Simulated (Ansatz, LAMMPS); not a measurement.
## Structural relaxation of ionic liquid triethylsulfonium TFSI- with water, from a frame at 300 K (120 atoms)

Aim: bring ionic liquid triethylsulfonium TFSI- with water, from a frame at 300 K (120 atoms) to a nearby minimum of the energy and see what moves.

Program: Ansatz 0.2.0. Level of theory: Kohn-Sham DFT, PBE+D3(BJ), PAW (set soft_2), plane waves. Results are calculated unless marked as measured.

## (1) Starting point

The cell holds 120 atoms: 24 C, 9 S, 51 H, 3 N, 15 O and 18 F. Cell: a = 11.062 Å, b = 11.062 Å, c = 11.062 Å, α = 90.0°, β = 90.0°, γ = 90.0°. 3 triethylsulfonium, 3 TFSI-, 3 H2O placed at random, at 1.54 g/cm³; overlaps pushed apart, then 10 ps at 700 K with MMFF94 bonds, angles, torsions, charges and radii (Halgren, J. Comput. Chem. 17, 490 (1996)) in harmonic and 12-6 forms; SPC/E water (Berendsen, Grigera and Straatsma, J. Phys. Chem. 91, 6269 (1987)); charges of ions scaled by 0.8. Snapshot after 30 ps at 300 K and fixed volume.

What the set-up can't give: The network of contacts between molecules at the start is that of the classical potential that made the cell. The density was typed from a rule of thumb and may lie off the real one at this temperature. The Brillouin zone is sampled at Γ only, in a cell whose shortest periodic width is 11 Å.

## (2) The classical run that made the cell

A classical potential makes the cell, at a small fraction of what the same run would cost in DFT.

This step: classical MD, MMFF94 bonds, angles, torsions, charges and radii (Halgren, J. Comput. Chem. 17, 490 (1996)) in harmonic and 12-6 forms; SPC/E water (Berendsen, Grigera and Straatsma, J. Phys. Chem. 91, 6269 (1987)); charges of ions scaled by 0.8 (LAMMPS 22 Jul 2025 - Update 4).

Contents of in.lmp:

```
# ionic liquid triethylsulfonium TFSI- with water
units real
atom_style full
boundary p p p
bond_style harmonic
angle_style harmonic
dihedral_style opls
improper_style harmonic
special_bonds lj 0 0 0.5 coul 0 0 0.75
read_data data.lmp
neigh_modify delay 0 every 1 check yes one 4000
comm_modify cutoff 12.0
timestep 0.5
thermo_style custom step time temp pe press density
thermo_modify norm yes
# push overlapping molecules apart
pair_style soft 2.6
pair_coeff * * 0.0
variable a equal ramp(1,60)
fix ad all adapt 1 pair soft a * * v_a
velocity all create 700 449863 mom yes dist gaussian
fix lim all nve/limit 0.03
fix lan all langevin 700 700 50 449864 zero yes
thermo 1000
run 3000 post no
unfix ad
pair_style lj/cut/coul/long 9.0
pair_modify mix arithmetic tail yes
pair_coeff 1 1 0.0678 3.3680   # C
pair_coeff 2 2 0.2681 3.6400   # S
pair_coeff 3 3 0.0216 2.5400   # H
pair_coeff 4 4 0.0721 3.5530   # N
pair_coeff 5 5 0.2681 3.4180   # S
pair_coeff 6 6 0.0763 3.0960   # O
# [... 22 lines left out ...]
compute msd all msd com yes
thermo 7500
fix md all nvt temp 300 300 100
run 30000 post no
print "== T300: mean square displacement over the hold $(c_msd[4]:%.2f) A^2"
unfix md
uncompute msd
write_dump all custom T300.dump id type xs ys zs modify sort id
```

Run with:

```
> lmp -in in.lmp -log none -nocite
```

Numbers of over 12 decimals in the logs are rounded to 6 here.

Output:

```text
LAMMPS (22 Jul 2025 - Update 4)
Reading data file ...
  orthogonal box = (0 0 0) to (11.06223 11.06223 11.06223)
  120 atoms
  orthogonal box = (0 0 0) to (11.06223 11.06223 11.06223)
  111 bonds
  195 angles
  207 dihedrals
WARNING: Bond/angle/dihedral extent > half of periodic box length
   Step          Time           Temp          PotEng         Press         Density
         0   0              700            0.84349471    -8723.3662      1.5359991
      1000   500            526.96567      2.2614158      30672.034      1.5359991
      2000   1000           558.0969       2.2265779      28391.059      1.5359991
      3000   1500           667.38283      2.327924       24591.964      1.5359991
WARNING: Bond/angle/dihedral extent > half of periodic box length
Loop time of 0.249292 s on 1 MPI rank(s) for 3000 steps with 120 atoms
PPPM initialization ...
  G vector (1/distance) = 0.28764449
  grid = 6 6 6
  estimated relative force accuracy = 4.6141559e-05
WARNING: Bond/angle/dihedral extent > half of periodic box length
   Step          Time           Temp          PotEng         Press         Density
      3000   1500           667.38283      3.5969301      13726.672      1.5359991
[... 17 lines left out ...]
Loop time of 0.734918 s on 1 MPI rank(s) for 2000 steps with 120 atoms
WARNING: Bond/angle/dihedral extent > half of periodic box length
   Step          Time           Temp          PotEng         Press         Density
      2000   1000           647.4275       3.1767294      20425.65       1.5359991
[... 5 lines left out ...]
WARNING: Bond/angle/dihedral extent > half of periodic box length
Loop time of 4.01409 s on 1 MPI rank(s) for 10000 steps with 120 atoms
WARNING: Bond/angle/dihedral extent > half of periodic box length
   Step          Time           Temp          PotEng         Press         Density
[... 4 lines left out ...]
WARNING: Bond/angle/dihedral extent > half of periodic box length
Loop time of 1.97846 s on 1 MPI rank(s) for 5000 steps with 120 atoms
WARNING: Bond/angle/dihedral extent > half of periodic box length
   Step          Time           Temp          PotEng         Press         Density
[... 2 lines left out ...]
     30000   29000          308.3447       1.7882525      2586.7024      1.5359991
     37500   36500          323.0016       1.8511943      18500.258      1.5359991
     45000   44000          293.10262      1.8343829      991.56538      1.5359991
     47000   46000          284.04229      1.9933814      3430.1469      1.5359991
WARNING: Bond/angle/dihedral extent > half of periodic box length
Loop time of 11.4554 s on 1 MPI rank(s) for 30000 steps with 120 atoms
== T300: mean square displacement over the hold 7.48 A^2
```

Wall time 19 s (1 thread of Arm Neoverse V2, shared host); peak memory 0.12 GiB.

The input also reads data.lmp (atoms, bonds and types; not printed here).

## (3) Single point at the start

A single point comes first, to see the forces before anything moves.

Contents of input.yaml:

```yaml
crystal:
  lattice:
    - [11.06223, 0.0, 0.0]
    - [0.0, 11.06223, 0.0]
    - [0.0, 0.0, 11.06223]
  atoms:
    - { symbol: C, position: [0.12285, 0.38534, 0.02148] }
    - { symbol: C, position: [0.04789, 0.49398, 0.05075] }
    - { symbol: S, position: [0.98314, 0.54261, 0.90342] }
    - { symbol: C, position: [0.88481, 0.6584, 0.98099] }
    - { symbol: C, position: [0.79078, 0.60209, 0.0618] }
    - { symbol: C, position: [0.10458, 0.63868, 0.85777] }
    - { symbol: C, position: [0.10305, 0.65052, 0.72214] }
    - { symbol: H, position: [0.06891, 0.30521, 0.99052] }
    - { symbol: H, position: [0.19343, 0.40876, 0.95576] }
    - { symbol: H, position: [0.16743, 0.35262, 0.0984] }
    - { symbol: H, position: [0.98174, 0.46049, 0.11751] }
    - { symbol: H, position: [0.09866, 0.5627, 0.09656] }
    - { symbol: H, position: [0.9379, 0.72007, 0.03442] }
    - { symbol: H, position: [0.84205, 0.70394, 0.90532] }
    - { symbol: H, position: [0.74672, 0.5343, 0.01401] }
    - { symbol: H, position: [0.7228, 0.67724, 0.08092] }
    - { symbol: H, position: [0.82494, 0.5661, 0.15157] }
    - { symbol: H, position: [0.10836, 0.72074, 0.91528] }
    - { symbol: H, position: [0.1788, 0.58245, 0.88574] }
    - { symbol: H, position: [0.01408, 0.69164, 0.68775] }
    - { symbol: H, position: [0.11272, 0.5628, 0.6831] }
    - { symbol: H, position: [0.17337, 0.70205, 0.69014] }
    - { symbol: C, position: [0.49834, 0.21803, 0.14128] }
    - { symbol: C, position: [0.59105, 0.18219, 0.04346] }
    - { symbol: S, position: [0.64216, 0.02813, 0.0715] }
    - { symbol: C, position: [0.75867, 0.06526, 0.18617] }
    - { symbol: C, position: [0.85585, 0.16404, 0.15126] }
    - { symbol: C, position: [0.73873, 0.00087, 0.94608] }
    - { symbol: C, position: [0.67673, 0.91793, 0.86009] }
    - { symbol: H, position: [0.41244, 0.17284, 0.12796] }
    - { symbol: H, position: [0.46448, 0.307, 0.12965] }
    - { symbol: H, position: [0.5285, 0.20104, 0.23362] }
    - { symbol: H, position: [0.66394, 0.24372, 0.0467] }
    - { symbol: H, position: [0.55341, 0.19019, 0.9524] }
    - { symbol: H, position: [0.80824, 0.97975, 0.20665] }
    - { symbol: H, position: [0.70744, 0.08415, 0.27158] }
    - { symbol: H, position: [0.88745, 0.15119, 0.05925] }
    - { symbol: H, position: [0.81117, 0.25072, 0.15466] }
    - { symbol: H, position: [0.92444, 0.16116, 0.22539] }
    - { symbol: H, position: [0.77891, 0.08183, 0.90202] }
    - { symbol: H, position: [0.80831, 0.93958, 0.9812] }
    - { symbol: H, position: [0.74602, 0.88882, 0.79458] }
    - { symbol: H, position: [0.59952, 0.9676, 0.82027] }
    - { symbol: H, position: [0.63238, 0.84418, 0.90594] }
    - { symbol: C, position: [0.68576, 0.45952, 0.38199] }
    - { symbol: C, position: [0.71622, 0.55311, 0.4777] }
    - { symbol: S, position: [0.7572, 0.69654, 0.40757] }
    - { symbol: C, position: [0.91301, 0.66468, 0.4351] }
    - { symbol: C, position: [0.0019, 0.74839, 0.37522] }
    - { symbol: C, position: [0.72913, 0.7903, 0.54099] }
    - { symbol: C, position: [0.60066, 0.82717, 0.54656] }
    - { symbol: H, position: [0.76732, 0.41311, 0.33424] }
    - { symbol: H, position: [0.62532, 0.39961, 0.42657] }
    - { symbol: H, position: [0.62904, 0.50524, 0.31118] }
    - { symbol: H, position: [0.63505, 0.56309, 0.53346] }
    - { symbol: H, position: [0.78135, 0.51912, 0.53741] }
    - { symbol: H, position: [0.92953, 0.66233, 0.52783] }
    - { symbol: H, position: [0.9429, 0.57469, 0.39779] }
    - { symbol: H, position: [0.09058, 0.72104, 0.40627] }
    - { symbol: H, position: [0.0009, 0.73823, 0.27836] }
    - { symbol: H, position: [0.98144, 0.84004, 0.39343] }
    - { symbol: H, position: [0.74861, 0.74484, 0.62744] }
    - { symbol: H, position: [0.7787, 0.87278, 0.53712] }
    - { symbol: H, position: [0.54783, 0.75491, 0.57976] }
    - { symbol: H, position: [0.57454, 0.8437, 0.4559] }
    - { symbol: H, position: [0.57869, 0.90508, 0.6045] }
    - { symbol: "N", position: [0.27486, 0.94356, 0.20686] }
    - { symbol: S, position: [0.15034, 0.00432, 0.16584] }
    - { symbol: O, position: [0.13445, 0.12636, 0.21265] }
    - { symbol: O, position: [0.04526, 0.92937, 0.17632] }
    - { symbol: C, position: [0.1586, 0.03903, 0.01029] }
    - { symbol: F, position: [0.13648, 0.94282, 0.94012] }
    - { symbol: F, position: [0.26962, 0.07803, 0.98201] }
    - { symbol: F, position: [0.08629, 0.13036, 0.96482] }
    - { symbol: S, position: [0.30222, 0.82571, 0.13577] }
    - { symbol: O, position: [0.20715, 0.73943, 0.12092] }
    - { symbol: O, position: [0.38152, 0.84752, 0.03266] }
    - { symbol: C, position: [0.40767, 0.75412, 0.24546] }
    [... 36 atom lines left out ...]
    - { symbol: O, position: [0.36452, 0.88254, 0.79437] }
    - { symbol: H, position: [0.39051, 0.87529, 0.88065] }
    - { symbol: H, position: [0.30242, 0.94781, 0.78698] }
    - { symbol: O, position: [0.34491, 0.45152, 0.438] }
    - { symbol: H, position: [0.33052, 0.45303, 0.52723] }
    - { symbol: H, position: [0.27648, 0.40883, 0.39716] }
kpoints:
  mp_grid: { grid: [1, 1, 1] }
hamiltonian:
  xc: pbe
  dispersion: d3bj
scf:
  occupations: { method: fermi_dirac, width: 0.05 }
output:
  forces: true
  stress: true
  populations: intrinsic
  dos:
    method: { smearing: { sigma: 0.15 } }
    de: 0.1
    projected: { site_lists: { C: [C], F: [F], H: [H], "N": ["N"], O: [O] } }
  eigenvalues: true
```

Run with:

```
> ansatz run input.yaml --threads 4 --pin off --max-ram 8192MiB --backend cpu --events-out ev --progress --plain --runs-dir out
```

Output:

```text
Engine: ansatz 0.2.0, aarch64-unknown-linux-gnu
Pseudopotentials: kind: paw
Pseudopotential: C, paw, valence charge 4, recommended cutoff 420 eV (normal), C.paw.azcp
Pseudopotential: S, paw, valence charge 6, recommended cutoff 420 eV (normal), S.paw.azcp
Pseudopotential: H, paw, valence charge 1, recommended cutoff 420 eV (normal), H.paw.azcp
Pseudopotential: N, paw, valence charge 5, recommended cutoff 420 eV (normal), N.paw.azcp
Pseudopotential: O, paw, valence charge 6, recommended cutoff 420 eV (normal), O.paw.azcp
Pseudopotential: F, paw, valence charge 7, recommended cutoff 420 eV (normal), F.paw.azcp
[... 5 lines on functional and potentials left out ...]
Crystal: 120 atoms, lattice volume = 1353.718 Å³
Basis set: ecut = 420 eV, 26529 PW (Γ), exchange–correlation on 150×150×150 points (8 copies of the dense FFT grid, shifted against one another)
Bands: 336, of which v1, the nominal top of the filled ones, is band 216 counted from 1 (215 counted from 0)
Symmetry: 1 space group operations
Space group: P1 (ITA 1), of the structure as read, at distance tolerance 1.1e-4 Å
k-points: 1
[... 13 lines on functional and potentials left out ...]
Initial density: superposition of atomic densities (neutral atoms: chi_scale 0, normalization atom), corrected by the library's trained network
Initial wavefunctions: pseudopotential atomic-orbital guess
Functional: x = pbe(κ = 0.804, μ = 0.219515), c = pbe(β = 0.066725)
SCF iter   1: F=—  HF=-39151.189718 eV  |F-HF|=—  |Δ(HF+E_count)|=         —  Δρ=6.11e-3  dr2=7.26e-1  ethr=1.77e-3  ⟨swp⟩=6.0  Hψ=1586  notcnv=0  defer=38
preconditioner: auto → Resta (q_TF=auto, 2.255 Å⁻¹)  ε∞=2.7  [insulator: Δε(μ)=3.727 eV  Ē_g=15.400 eV  σ=0.050 eV  W_gap=1.00  n_scr=250 (ndim 8)  ℏωp=20.0 eV  f_vac=0.249  D(μ)=0.00/eV (n_scr^D=0)  ε∞_Penn≈2.7]
SCF iter   2: F=—  HF=-39150.989003 eV  |F-HF|=—  |Δ(HF+E_count)|=   2.01e-1  Δρ=3.03e-3  dr2=1.42e-1  ethr=1.68e-4  ⟨swp⟩=2.0  Hψ=579  notcnv=0  defer=114
SCF iter   3: F=—  HF=-39150.974569 eV  |F-HF|=—  |Δ(HF+E_count)|=   1.44e-2  Δρ=1.41e-3  dr2=3.72e-2  ethr=3.29e-5  ⟨swp⟩=2.0  Hψ=417  notcnv=0  defer=114
SCF iter   4: F=—  HF=-39150.967942 eV  |F-HF|=—  |Δ(HF+E_count)|=   6.63e-3  Δρ=5.52e-4  dr2=5.48e-3  ethr=8.61e-6  ⟨swp⟩=2.0  Hψ=416  notcnv=0  defer=114
SCF iter   5: F=—  HF=-39150.967235 eV  |F-HF|=—  |Δ(HF+E_count)|=   7.07e-4  Δρ=3.53e-4  dr2=1.73e-3  ethr=1.27e-6  ⟨swp⟩=2.0  Hψ=579  notcnv=0  defer=114
SCF iter   6: F=—  HF=-39150.966951 eV  |F-HF|=—  |Δ(HF+E_count)|=   2.84e-4  Δρ=1.14e-4  dr2=2.00e-4  ethr=4.01e-7  ⟨swp⟩=2.0  Hψ=419  notcnv=0  defer=114
SCF iter   7: F=—  HF=-39150.966949 eV  |F-HF|=—  |Δ(HF+E_count)|=   1.96e-6  Δρ=4.31e-5  dr2=2.71e-5  ethr=4.62e-8  ⟨swp⟩=2.0  Hψ=416  notcnv=0  defer=114
SCF iter   8: F=—  HF=-39150.965078 eV  |F-HF|=—  |Δ(HF+E_count)|=   1.87e-3  Δρ=2.51e-5  dr2=8.09e-6  ethr=6.27e-9  ⟨swp⟩=2.0  Hψ=432  notcnv=0  defer=114
SCF iter   9: F=—  HF=-39150.965078 eV  |F-HF|=—  |Δ(HF+E_count)|=   5.62e-7  Δρ=6.92e-6  dr2=6.59e-7  ethr=1.87e-9  ⟨swp⟩=2.0  Hψ=419  notcnv=0  defer=114
SCF iter  10: F=—  HF=-39150.965078 eV  |F-HF|=—  |Δ(HF+E_count)|=   1.93e-7  Δρ=3.55e-6  dr2=1.55e-7  ethr=1.53e-10  ⟨swp⟩=2.0  Hψ=423  notcnv=0  defer=114
SCF iter  11: F=-39150.965078 eV  HF=-39150.965078 eV  |F-HF|=6.55e-10  |Δ(HF+E_count)|=   1.91e-9  Δρ=1.09e-6  dr2=1.58e-8  ethr=2.31e-11  ⟨swp⟩=14.0  Hψ=1971  notcnv=0
SCF 1 converged in 11 iterations: F = -39150.965078 eV  dr2 = 1.58e-8
  greatest PAW one-centre occupation: 0.935 electrons in one spin orbital (limit 2), on the F atom at site 72 (counted from 0), in its partial waves of l = 0
SCF converged after 11 iterations
Free energy (F): -39150.965078 eV
Harris-Foulkes:  -39150.965078 eV  (|F-HF|=6.55e-10)
Internal energy: -39150.965078 eV  (E = F + TS)
E sigma→0 (E₀):  -39150.965078 eV
Fermi energy:    2.261112 eV
--- Per-component energies (eV) ---
  E_band       = -3636.151915
  E_kinetic    = 10660.996793
  E_local      = -41721.481450  (includes V_loc(G=0)·N_el)
  E_nonlocal   = 3155.916088
  E_hartree    = 16292.540693
  E_xc         = -5204.976138
  E_vxc        = -6284.298972  (∫ρ·V_xc dr)
  E_paw        = -14182.070263  (= ΣΔE_a)
  E_vpaw       = -2032.369890  (= ΣTr[D̂ρ^β])
  E_aug_tail   = 0.004596  (compensation charges beyond the density's cutoff)
  E_ewald      = -8144.642439
  E_disp       = -7.252957  (pairwise vdW)
  E_smearing   = -0.000000  (= −TS)
  E_closure    = 0.000000  (closes the sum)
  Σ components = -39150.965078   (vs F -39150.965078, Δ=0.00e0)
--- Forces (eV/Å), atoms counted from 1 ---
  atom   1  C     -0.18421036    -0.52592127    -1.63563840
  atom   2  C     -0.36285423    -1.93972180     0.00451648
  atom   3  S     -0.90139142     1.22074673     3.12320374
  atom   4  C     -0.39570532    -0.60773234    -0.54404282
  atom   5  C      0.11349362     1.83195527     1.71972123
  atom   6  C      0.24812167     0.26564662    -0.02287909
  atom   7  C     -3.14293078    -0.02724539     0.31880733
  atom   8  H      0.36239275     1.16502842    -0.06743466
  atom   9  H     -0.00060489    -0.40117428    -0.12959765
  atom  10  H      0.88603790    -0.30154626     1.56776190
  atom  11  H     -0.55826419     0.47100319    -0.59670060
  atom  12  H      0.37117669     1.02874779    -0.20183463
  atom  13  H      0.95217959     0.35216050    -0.11251388
  atom  14  H     -0.20797914     0.31478013    -0.18478037
[...]
atom 119  H     -0.24261622    -0.44392587    -1.46529452
  atom 120  H      0.40426719     0.24447419     0.84020079
  max |Σ_I F_I| component: 1.31e-4 eV/Å
--- Stress (GPa, compression-positive) ---
        2.221690       1.164315      -0.007762
        1.164315       2.771866       1.226826
       -0.007761       1.226826       1.363669
  P = ⅓ Tr σ = 2.1191 GPa (21.191 kbar)
--- Band table (eV) ---
  k-point 0: bands = ["-27.4223", "-27.1355", "-27.0947", "-27.0247", [... 320 levels ...], "11.0796", "11.0953", "11.1815", "11.2127", "11.2160", "11.2797", "11.3194", "11.3936", "11.4154", "11.4604", "11.4921", "11.5412"]
--- intrinsic populations: 120 sites ---
  site symbol       q [e]
     0      C      4.5366
     1      C      4.4107
     2      S      5.2619
[...]
119      H      0.6175
  spilling = 0.000000 (of n_electrons = 432.000000)
```

Run time: 15 s. Hardware: 4 threads of Arm Neoverse V2, shared host; peak memory 1.6 GiB; 58 s of CPU time.

Numbers from this run:

| Quantity | Value |
| --- | --- |
| free energy | -39150.9651 eV |
| free energy per atom | -326.2580 eV/atom |
| SCF cycles | 11 |
| pressure | 2.119 GPa |
| r.m.s. force component | 1.048 eV/Å |
| longest force | 5.809 eV/Å |
| Fermi energy | 2.261 eV |
| gap (highest filled to lowest empty level) | 2.997 eV |

The r.m.s. force component of 1.0 eV/Å and the pressure of 2.1 GPa set the starting point.

Neighbours are counted within 1.34 Å (H-C), 1.21 Å (H-O), 1.85 Å (C-C), 1.62 Å (C-F), 2.21 Å (C-S), 1.93 Å (O-S), 1.98 Å (S-N).

Length of the force by element and coordination:

| element | coordination | atoms | mean length of the force (eV/Å) | spread | least | most |
| --- | --- | --- | --- | --- | --- | --- |
| C | all | 24 | 2.10 | 1.03 | 0.364 | 4.32 |
| F | all | 18 | 1.17 | 0.433 | 0.414 | 1.89 |
| H | all | 51 | 1.11 | 0.513 | 0.267 | 2.74 |
| N | all | 3 | 1.69 | 0.756 | 0.626 | 2.32 |
| O | all | 15 | 1.22 | 0.569 | 0.415 | 2.46 |
| O | 1 | 12 | 1.39 | 0.510 | 0.618 | 2.46 |
| O | 2 | 3 | 0.552 | 0.146 | 0.415 | 0.754 |
| S | all | 9 | 3.48 | 1.21 | 1.81 | 5.81 |
| S | 3 | 3 | 2.52 | 0.698 | 1.81 | 3.47 |
| S | 4 | 6 | 3.96 | 1.13 | 2.48 | 5.81 |

(Part 1 of 4 ends here.)

[Logs are printed without paths, hosts, clocks, repeated set-up lines and the standing remarks that a program may print on its own settings, such as how far it seeks lower states.]

[Hosts, paths, dates, database ids (printed as entryN), source tags and the programs' standing remarks are cut or masked in the printed files.]

[The MMFF94 radii named for the starting cell were scaled by 0.96; in molecules described by MMFF94, hydrogen bound to N, O or S took a small fixed 12-6 site in their place.]
